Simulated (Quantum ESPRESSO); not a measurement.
# O K-edge XANES of SnO2 (Cassiterite, P4_2/mnm), part 3 of 4

What does one-electron theory with a core hole give for the O K edge of SnO2 (Cassiterite, P4_2/mnm)?

Quantum ESPRESSO 7.5; X-ray absorption near-edge structure, plane-wave PAW PBE, one-electron final states by a Lanczos continued fraction.

So far. Step 2 (Ground state of the crystal): The mesh shows a gap of 1.25 eV, so the hole is first treated in a charged cell, without the excited electron. Step 3 (Spectrum without a core hole, O atom 3): Main maxima below 24 eV (height): 4.5 eV (1.50), 7.8 eV (1.42), 9.8 eV (2.37), 11.3 eV (3.32), 18.9 eV (0.65) and 23.3 eV (0.76). A K edge sees empty p states on the absorber.

## Step 8: Spectrum with FCH, O atom 3

The Lanczos recursion gives the spectrum without computing empty bands; each polarisation needs a run of its own on the full k mesh. xe0 is set between filled and empty states, and states below it are cut. The file of filecore holds the core orbital, taken from the hole-free data set.

Input file xspectra.in:

```
&input_xspectra
   calculation='xanes_dipole', edge='K'
   prefix='x', outdir='tmp', xiabs=2, xe0=10.1708
   xonly_plot=.false., x_save_file='xanes.sav'
   xniter=3000, xcheck_conv=20, xerror=0.005
   xcoordcrys=.false., xepsilon(1)=1, xepsilon(2)=0, xepsilon(3)=0
/
&plot
   xnepoint=413, xemin=-10, xemax=45, terminator=.true., cut_occ_states=.true.
   xgamma=0.4
/
&pseudos
   filecore='../O.wfc'
/
&cut_occ
   cut_desmooth=0.1, cut_stepl=0.05, cut_stepu=0.05, cut_ierror=1e-5
/
5 5 5 0 0 0
```

xspectra_1.in, as its differences from xspectra.in of step 8:

```diff
@@ -5,3 +5,3 @@
    xniter=3000, xcheck_conv=20, xerror=0.005
-   xcoordcrys=.false., xepsilon(1)=1, xepsilon(2)=0, xepsilon(3)=0
+   xcoordcrys=.false., xepsilon(1)=0, xepsilon(2)=0, xepsilon(3)=1
 /
```

Run with:

```
> OMP_NUM_THREADS=1 mpirun --oversubscribe --bind-to none -np 4 xspectra.x -nk 4 -in xspectra.in > xspectra.out
```

Output:

```text
     [... banner and references ...]
Reading input_file

     calculation: xanes_dipole

     xepsilon  [cartesian coordinates]:   1.000000   0.000000   0.000000

     xonly_plot: FALSE
        => complete calculation: Lanczos + spectrum plot

     filecore (core-wavefunction file): ../O.wfc

     main plot parameters:
        cut_occ_states: TRUE
        gamma_mode:  constant
        -> using xgamma [eV]:  0.40
        xemin [eV]: -10.00
        xemax [eV]:  45.00
        xnepoint:  413
        xe0 [eV]:  10.170800 (energy zero read in input file)

     WARNING: variable ef_r is obsolete

                      Reading SCF save directory: x.save

     tmp/x.save/

     Exchange-correlation= PBE
                           (   1   4   3   4   0   0   0)

     G-vector sticks info

                           Getting the Fermi energy

     From SCF save directory:
        ehomo [eV]:    9.7230 (highest occupied level)
        elumo [eV]:   10.6185 (lowest occupied level)
        ef    [eV]:    9.7230

     -> ef (in eV) will be written in x_save_file

                           Energy zero of the spectrum

     -> ef will NOT be used as energy zero of the spectrum
       (because xe0 read in input file)

     G-vector sticks info

     bravais-lattice index     =            0
     lattice parameter (alat)  =      10.7901  a.u.
     unit-cell volume          =     965.4519 (a.u.)^3
     number of atoms/cell      =           12
     number of atomic types    =            3
     number of electrons       =       104.00
     number of Kohn-Sham states=           56
     kinetic-energy cutoff     =      50.0000  Ry
     charge density cutoff     =     360.0000  Ry
     Exchange-correlation= PBE
                           (   1   4   3   4   0   0   0)

     celldm(1)=  10.790059  celldm(2)=   0.000000  celldm(3)=   0.000000
     celldm(4)=   0.000000  celldm(5)=   0.000000  celldm(6)=   0.000000

     crystal axes: (cart. coord. in units of alat)
               a(1) = (   0.829794   0.000000   0.558070 )
               a(2) = (   0.000000   0.829794   0.558070 )
               a(3) = (   0.000000  -0.829794   0.558070 )

     reciprocal axes: (cart. coord. in units 2 pi/alat)
               b(1) = (  1.205119  0.000000 -0.000000 )
               b(2) = ( -0.602559  0.602559  0.895944 )
               b(3) = ( -0.602559 -0.602559  0.895944 )

     PseudoPot. #1 for Sn:     Pseudo is Projector augmented-wave + core cor, Zval = 14.0

     ../pp/O.pbe-n-kjpaw-1sch.UPF
     Pseudo is Projector augmented-wave + core cor, Zval =  7.0
     Shape of augmentation charge: PSQ
     Using radial grid of 1095 points,  4 beta functions with:
                l(1) =   0
                l(2) =   0
                l(3) =   1
                l(4) =   1
     Q(r) pseudized with 0 coefficients

     ../pp/O.pbe-n-kjpaw.UPF
     Pseudo is Projector augmented-wave + core cor, Zval =  6.0
     Shape of augmentation charge: PSQ
     Using radial grid of 1095 points,  4 beta functions with:
                l(1) =   0
                l(2) =   0
                l(3) =   1
                l(4) =   1
     Q(r) pseudized with 0 coefficients

     atomic species   valence    mass     pseudopotential
     Sn               14.00     1.00000     Sn( 1.00)
     O0                7.00     1.00000     O ( 1.00)
     O                 6.00     1.00000     O ( 1.00)

      4 Sym. Ops. (no inversion) found

   Cartesian axes

     site n.     atom                  positions (alat units)
         1        Sn     tau(   1) = (   0.4148968  -0.4148968   0.8371055  )
         2        Sn     tau(   2) = (   0.4148968   0.4148968   0.8371055  )
         3        Sn     tau(   3) = (   0.0000000   0.0000000   0.0000000  )
         4        Sn     tau(   4) = (   0.0000000   0.0000000   0.5580704  )
         5        O0     tau(   5) = (   0.6697264   0.1600672   1.3951759  )
         6        O      tau(   6) = (   0.6697264   0.1600672   0.8371055  )
         7        O      tau(   7) = (   0.5749640  -0.2548296   0.5580704  )
         8        O      tau(   8) = (   0.5749640  -0.2548296   1.1161407  )
         9        O      tau(   9) = (   0.1600672  -0.1600672   0.8371055  )
        10        O      tau(  10) = (   0.1600672  -0.1600672   0.2790352  )
        11        O      tau(  11) = (   0.2548296  -0.5749640   0.5580704  )
        12        O      tau(  12) = (   0.2548296   0.2548296   0.5580704  )

     number of k points=   125

     Number of k-points >= 100: set verbosity='high' to print them.

     Dense  grid:   111317 G-vectors     FFT dimensions: (  72,  72,  72)

     Smooth grid:    46123 G-vectors     FFT dimensions: (  50,  50,  50)

     The potential is recalculated from file :
     tmp/x.save/charge-density

     Starting wfcs are   68 atomic wfcs
     Checking if some PAW data can be deallocated...

               Reading core wavefunction file for the absorbing atom

     ../O.wfc successfully read

                              Attributing the PAW radii
                     for the absorbing atom [units: Bohr radius]

        PAW proj 1: r_paw(l= 0)= 1.95  (1.5*r_cut)
        PAW proj 2: r_paw(l= 0)= 1.95  (1.5*r_cut)
        PAW proj 3: r_paw(l= 1)= 2.03  (1.5*r_cut)
        PAW proj 4: r_paw(l= 1)= 2.03  (1.5*r_cut)

        NB: The calculation will not necessary use all these r_paw values.
            - For a edge in the electric-dipole approximation,
              only the r_paw(l=1) values are used.
            - For a K edge in the electric-quadrupole approximation,
              only the r_paw(l=2) values are used.

            - For a L2 or L3 edge in the electric-quadrupole approximation,

              all projectors (s, p and d) are used.

                          Starting XANES calculation
                     in the electric dipole approximation

     Method of calculation based on the Lanczos recursion algorithm
        - STEP 1: Construction of a kpoint-dependent Lanczos basis,
          in which the Hamiltonian is tridiagonal (each 'iter'
          corresponds to the calculation of one more Lanczos vector)
        - STEP 2: Calculation of the cross-section as a continued fraction
          averaged over the k-points.

     ... Begin STEP 1 ...

        Radial transition matrix element(s) used in the calculation of the
        initial vector of the Lanczos basis (|tilde{phi}_abs> normalized)
        | For PAW proj. (l=1) #1: radial matrix element =   0.158955460
        | For PAW proj. (l=1) #2: radial matrix element =   0.203554481

NB: the    32 k-point are not all listed below because npool=  4
        |-------------------------------------------------------------
        ! k-point #     1:  ( 0.0000,  0.0000,  0.0000),  0.0160,   1
        |-------------------------------------------------------------
 okvan= T
        |   Norm of the initial Lanczos vector: 0.10979668E+00
        |   Estimated error at iter     20:   1.00541811
        |   Estimated error at iter     40:   0.85038747
        |   Estimated error at iter     60:   0.60910271
        |   Estimated error at iter     80:   0.52157943
        |   Estimated error at iter    100:   0.15417491
[...]
!   => CONVERGED at iter    380 with error=  0.00259737
        |-------------------------------------------------------------
        ! k-point #     2:  (-0.1205, -0.1205,  0.1792),  0.0160,   1
        |-------------------------------------------------------------
 okvan= T
        |   Norm of the initial Lanczos vector: 0.10979311E+00
[...]
!   => CONVERGED at iter    540 with error=  0.00474302
        |-------------------------------------------------------------
     [... 29 further k-points ...]
        ! k-point #    32:  (-0.0000, -0.0000,  0.3584),  0.0160,   1
        |-------------------------------------------------------------
 okvan= T
        |   Norm of the initial Lanczos vector: 0.10978881E+00
[...]
|   Estimated error at iter    400:   0.01117037
        |   Estimated error at iter    420:   0.01067299
        |   Estimated error at iter    440:   0.01316740
        !   => CONVERGED at iter    460 with error=  0.00497517

     Results of STEP 1 successfully written in x_save_file
     x_save_file name:
     ->  xanes.sav
     x_save_file version:  2

     ... End STEP 1 ...

     ... Begin STEP 2 ...

     The spectrum is calculated using the following parameters:
        xe0 [eV]:   10.1708
        the occupied states are elimintate from the spectrum
        xemin [eV]: -10.00
        xemax [eV]:  45.00
        xnepoint:  413
        constant broadening parameter [eV]:    0.400
        Core level energy [eV]:  -543.1
         (from electron binding energy of neutral atoms in X-ray data booklet)

     Cross-section successfully written in xanes.dat

     ... End STEP 2 ...

                                END JOB XSpectra
```

Run time: 2 min. Hardware: 4 MPI ranks of Intel Xeon 6975P-C (Granite Rapids), shared host; peak memory 0.19 GiB; 7.9 min of CPU time.

The O K spectrum, O atom 3, full core hole (charged cell) (energy from the lowest empty level; intensity scaled to a mean of 1 over the first 20 eV; the points at xe0, where the cut of filled states can leave a spike, are interpolated; polarised curves are means over the symmetry-equivalent atoms):

| E (eV) | isotropic | ε ⊥ c | ε ∥ c |
| --- | --- | --- | --- |
| -2.0 | 0.04 | 0.03 | 0.05 |
| -1.4 | 0.04 | 0.04 | 0.06 |
| -0.8 | 0.06 | 0.05 | 0.07 |
| -0.2 | 0.07 | 0.06 | 0.09 |
| 0.4 | 0.11 | 0.09 | 0.14 |
| 1.0 | 0.18 | 0.16 | 0.23 |
| 1.6 | 0.30 | 0.26 | 0.39 |
| 2.2 | 0.60 | 0.51 | 0.77 |
| 2.8 | 0.95 | 0.80 | 1.25 |
| 3.4 | 1.47 | 1.23 | 1.95 |
| 4.0 | 1.86 | 1.28 | 3.00 |
| 4.6 | 1.72 | 1.13 | 2.91 |
| 5.2 | 1.26 | 0.95 | 1.88 |
| 5.8 | 0.84 | 0.73 | 1.07 |
| 6.4 | 0.89 | 0.86 | 0.96 |
| 7.0 | 1.21 | 1.02 | 1.59 |
| 7.6 | 1.52 | 1.40 | 1.76 |
| 8.2 | 1.56 | 1.46 | 1.76 |
| 8.8 | 1.84 | 1.68 | 2.15 |
| 9.4 | 2.85 | 2.94 | 2.65 |
| 10.0 | 2.35 | 2.79 | 1.46 |
| 10.6 | 2.01 | 2.51 | 1.03 |
| 11.2 | 1.82 | 2.14 | 1.18 |
| 11.8 | 1.25 | 1.37 | 1.00 |
| 12.4 | 0.70 | 0.73 | 0.65 |
| 13.0 | 0.51 | 0.52 | 0.49 |
| 13.6 | 0.48 | 0.50 | 0.44 |
| 14.2 | 0.40 | 0.46 | 0.29 |
| 14.8 | 0.33 | 0.37 | 0.24 |
| 15.4 | 0.35 | 0.39 | 0.25 |
| 16.0 | 0.36 | 0.37 | 0.34 |
| 16.6 | 0.44 | 0.41 | 0.50 |
| 17.2 | 0.53 | 0.51 | 0.56 |
| 17.8 | 0.54 | 0.56 | 0.49 |
| 18.4 | 0.58 | 0.61 | 0.51 |
| 19.0 | 0.73 | 0.84 | 0.53 |
| 19.6 | 0.66 | 0.73 | 0.53 |
| 20.2 | 0.60 | 0.62 | 0.55 |
| 20.8 | 0.60 | 0.63 | 0.54 |
| 21.4 | 0.64 | 0.66 | 0.59 |
| 22.0 | 0.61 | 0.64 | 0.54 |
| 22.6 | 0.73 | 0.76 | 0.66 |
| 23.2 | 0.90 | 0.99 | 0.71 |
| 23.8 | 0.74 | 0.70 | 0.83 |
| 24.4 | 0.74 | 0.62 | 0.97 |
| 25.0 | 0.89 | 0.71 | 1.25 |
| 25.6 | 0.96 | 0.72 | 1.43 |
| 26.2 | 1.04 | 0.78 | 1.56 |
| 26.8 | 1.14 | 0.91 | 1.59 |
| 27.4 | 1.03 | 0.91 | 1.26 |
| 28.0 | 0.92 | 0.79 | 1.18 |
| 28.6 | 0.77 | 0.73 | 0.86 |
| 29.2 | 0.70 | 0.71 | 0.69 |
| 29.8 | 0.77 | 0.77 | 0.77 |
| 30.4 | 0.79 | 0.78 | 0.80 |
| 31.0 | 0.94 | 0.99 | 0.84 |
| 31.6 | 1.35 | 1.38 | 1.31 |

Main maxima below 24 eV (height): 4.2 eV (1.97), 7.8 eV (1.61), 9.4 eV (2.89), 19.2 eV (0.77) and 23.2 eV (0.90). 

The hole costs E(hole) − E(ground) = 526.56 eV, and the lowest empty level of the hole cell lies at 10.62 eV, which puts the zero at 537.18 eV. One term is added: -8.91 eV, since the hole is spin-paired here and a spin-polarised one costs that much less in the free atom (computed apart). The photon energy is then 528.27 eV. The functional and the charged cell's background leave an error of a few eV in such absolute values.

## Step 9: Another broadening

The final state's lifetime shortens with energy, so measured features broaden above the edge; the saved Lanczos coefficients are redrawn with a width that grows.

Input file xspectra_plot.in:

```
&input_xspectra
   calculation='xanes_dipole', edge='K'
   prefix='x', outdir='tmp', xiabs=2, xe0=10.1708
   xonly_plot=.true., x_save_file='xanes.sav'
   xniter=3000, xcheck_conv=20, xerror=0.005
   xcoordcrys=.false., xepsilon(1)=1, xepsilon(2)=0, xepsilon(3)=0
/
&plot
   xnepoint=413, xemin=-10, xemax=45, terminator=.true., cut_occ_states=.true.
   gamma_mode='variable', gamma_energy(1)=4, gamma_energy(2)=25, gamma_value(1)=0.3, gamma_value(2)=2.5
/
&pseudos
   filecore='../O.wfc'
/
&cut_occ
   cut_desmooth=0.1, cut_stepl=0.05, cut_stepu=0.05, cut_ierror=1e-5
/
5 5 5 0 0 0
```

Run with:

```
> OMP_NUM_THREADS=1 xspectra.x -in xspectra_plot.in > xspectra_plot.out
```

Output:

```text
     [... banner and references ...]
Reading input_file
     -------------------------------------------------------------------------

     calculation: xanes_dipole

     xonly_plot: TRUE
        => only the spectrum plot

     main plot parameters:
        cut_occ_states: TRUE
        gamma_mode:  variable
        -> first, constant up to point ( 4.00, 0.30) [eV]
        -> then, linear up to point (25.00, 2.50) [eV]
        -> finally, constant up to xemax
        xemin [eV]: -10.00
        xemax [eV]:  45.00
        xnepoint:  413
[...]
xemin [eV]: -10.00
        xemax [eV]:  45.00
        xnepoint:  413
        energy-dependent broadening parameter:
         -> first, constant up to point ( 4.00, 0.30) [eV]
         -> then, linear up to point (25.00, 2.50) [eV]
         -> finally, constant up to xemax
        Core level energy [eV]:  -543.1
         (from electron binding energy of neutral atoms in X-ray data booklet)

     Cross-section successfully written in xanes.dat

     -------------------------------------------------------------------------
                                END JOB XSpectra
     -------------------------------------------------------------------------
[key lines of the parts left out:]
Fermi level [eV]:   9.7230
```

Wall time 3.8 s (1 MPI rank); peak memory 0.05 GiB.

With a Lorentzian half width 0.3 eV up to 4 eV, rising linearly to 2.5 eV at 25 eV (counted from xe0, 0.4 eV below the zero used here), the maxima are 4.2 eV (2.03) and 9.4 eV (2.11).

## Step 10: Reference energy of the cell

The cell and mesh change for the next run, so it gets a reference energy of its own.

Input file scf.in:

```
&control
   calculation='scf', prefix='x', pseudo_dir='../pp', outdir='tmp', tprnfor=.true.
/
&system
   ibrav=0, nat=6, ntyp=2, nbnd=30
   ecutwfc=50, ecutrho=360
   occupations='fixed'
/
&electrons
   conv_thr=6.0e-08, electron_maxstep=120
   mixing_beta=0.5
/
ATOMIC_SPECIES
Sn 1.0 Sn.pbe-dn-kjpaw.UPF
O 1.0 O.pbe-n-kjpaw.UPF
CELL_PARAMETERS angstrom
  0.00000000 0.00000000 3.18650000
  4.73800000 0.00000000 0.00000000
  0.00000000 4.73800000 0.00000000
ATOMIC_POSITIONS crystal
Sn   0.50000000 0.50000000 0.50000000
Sn   0.00000000 0.00000000 0.00000000
O    0.50000000 0.80710000 0.19290000
O    0.00000000 0.69290000 0.69290000
O    0.50000000 0.19290000 0.80710000
O    0.00000000 0.30710000 0.30710000
K_POINTS automatic
6 4 4 0 0 0
```

Run with:

```
> OMP_NUM_THREADS=1 mpirun --oversubscribe --bind-to none -np 4 pw.x -nk 4 -in scf.in > scf.out
```

Output:

```text
     [... banner and references ...]
[banner, memory and clock lines left out]
using ibrav=0 with symmetry is DISCOURAGED, use correct ibrav instead

     G-vector sticks info

     bravais-lattice index     =            0
     lattice parameter (alat)  =       6.0216  a.u.
     unit-cell volume          =     482.7259 (a.u.)^3
     number of atoms/cell      =            6
     number of atomic types    =            2
     number of electrons       =        52.00
[...]
atom    1 type  1   force =     0.00000000    0.00000000    0.00000000
     atom    2 type  1   force =     0.00000000    0.00000000    0.00000000
     atom    3 type  2   force =    -0.00834390    0.00834390   -0.00000000
     atom    4 type  2   force =     0.00834390    0.00834390    0.00000000
     atom    5 type  2   force =     0.00834390   -0.00834390   -0.00000000
     atom    6 type  2   force =    -0.00834390   -0.00834390    0.00000000

     Total force =     0.023600     Total SCF correction =     0.000018

     XML data file, charge density, pseudopotentials, collected wavefunctions
[key lines of the parts left out:]
!    total energy              =   -1050.87732182 Ry
convergence has been achieved in  16 iterations
```

It took 16 s on 4 MPI ranks; peak memory 0.14 GiB.

## Step 11: Cell with FCH, O atom 3

A smaller cell brings the holes closer; here they are 3.2 Å apart.

Changed against the first core-hole run: supercell atoms from 12 to 6.

Edit scf.in of step 10 so:

```diff
@@ -4,5 +4,6 @@
 &system
-   ibrav=0, nat=6, ntyp=2, nbnd=30
+   ibrav=0, nat=6, ntyp=3, nbnd=30
    ecutwfc=50, ecutrho=360
    occupations='fixed'
+   tot_charge=1
 /
@@ -14,2 +15,3 @@
 Sn 1.0 Sn.pbe-dn-kjpaw.UPF
+O0 1.0 O.pbe-n-kjpaw-1sch.UPF
 O 1.0 O.pbe-n-kjpaw.UPF
@@ -22,3 +24,3 @@
 Sn   0.00000000 0.00000000 0.00000000
-O    0.50000000 0.80710000 0.19290000
+O0   0.50000000 0.80710000 0.19290000
 O    0.00000000 0.69290000 0.69290000
```

Output:

```text
     [... banner and references ...]
[banner, memory and clock lines left out]
using ibrav=0 with symmetry is DISCOURAGED, use correct ibrav instead

     G-vector sticks info

     bravais-lattice index     =            0
     lattice parameter (alat)  =       6.0216  a.u.
     unit-cell volume          =     482.7259 (a.u.)^3
     number of atoms/cell      =            6
     number of atomic types    =            3
     number of electrons       =        52.00
[...]
atom    1 type  1   force =    -0.08336307    0.08336307    0.00000000
     atom    2 type  1   force =     0.12102280   -0.12102280    0.00000000
     atom    3 type  2   force =    -0.01970420    0.01970420    0.00000000
     atom    4 type  3   force =     0.02042743    0.01082754    0.00000000
     atom    5 type  3   force =    -0.02755542    0.02755542    0.00000000
     atom    6 type  3   force =    -0.01082754   -0.02042743    0.00000000

     Total force =     0.215768     Total SCF correction =     0.000127

     XML data file, charge density, pseudopotentials, collected wavefunctions
[key lines of the parts left out:]
!    total energy              =   -1061.90038597 Ry
convergence has been achieved in  12 iterations
```

Run time: 14 s. Hardware: 4 MPI ranks; peak memory 0.14 GiB; 54 s of CPU time.

(Part 3 of 4 ends here.)

[Banner, clock and machine lines of the logs are left out without a mark of their own.]

[Logs are printed without paths, hosts, clocks, repeated set-up lines and the standing remarks that a program may print on its own settings, such as how far it seeks lower states.]

[Hosts, paths, dates, database ids (printed as entryN), source tags and the programs' standing remarks are cut or masked in the printed files.]

[Lists of maxima count a maximum above −3 eV only where it reaches 4 % of the highest in the window and stands out from its surroundings by 2 % of it (1.5 % where it reaches 55 %); shoulders and weaker maxima are passed over, and of the rest the first, up to two pre-edge ones and the few strongest are named.]
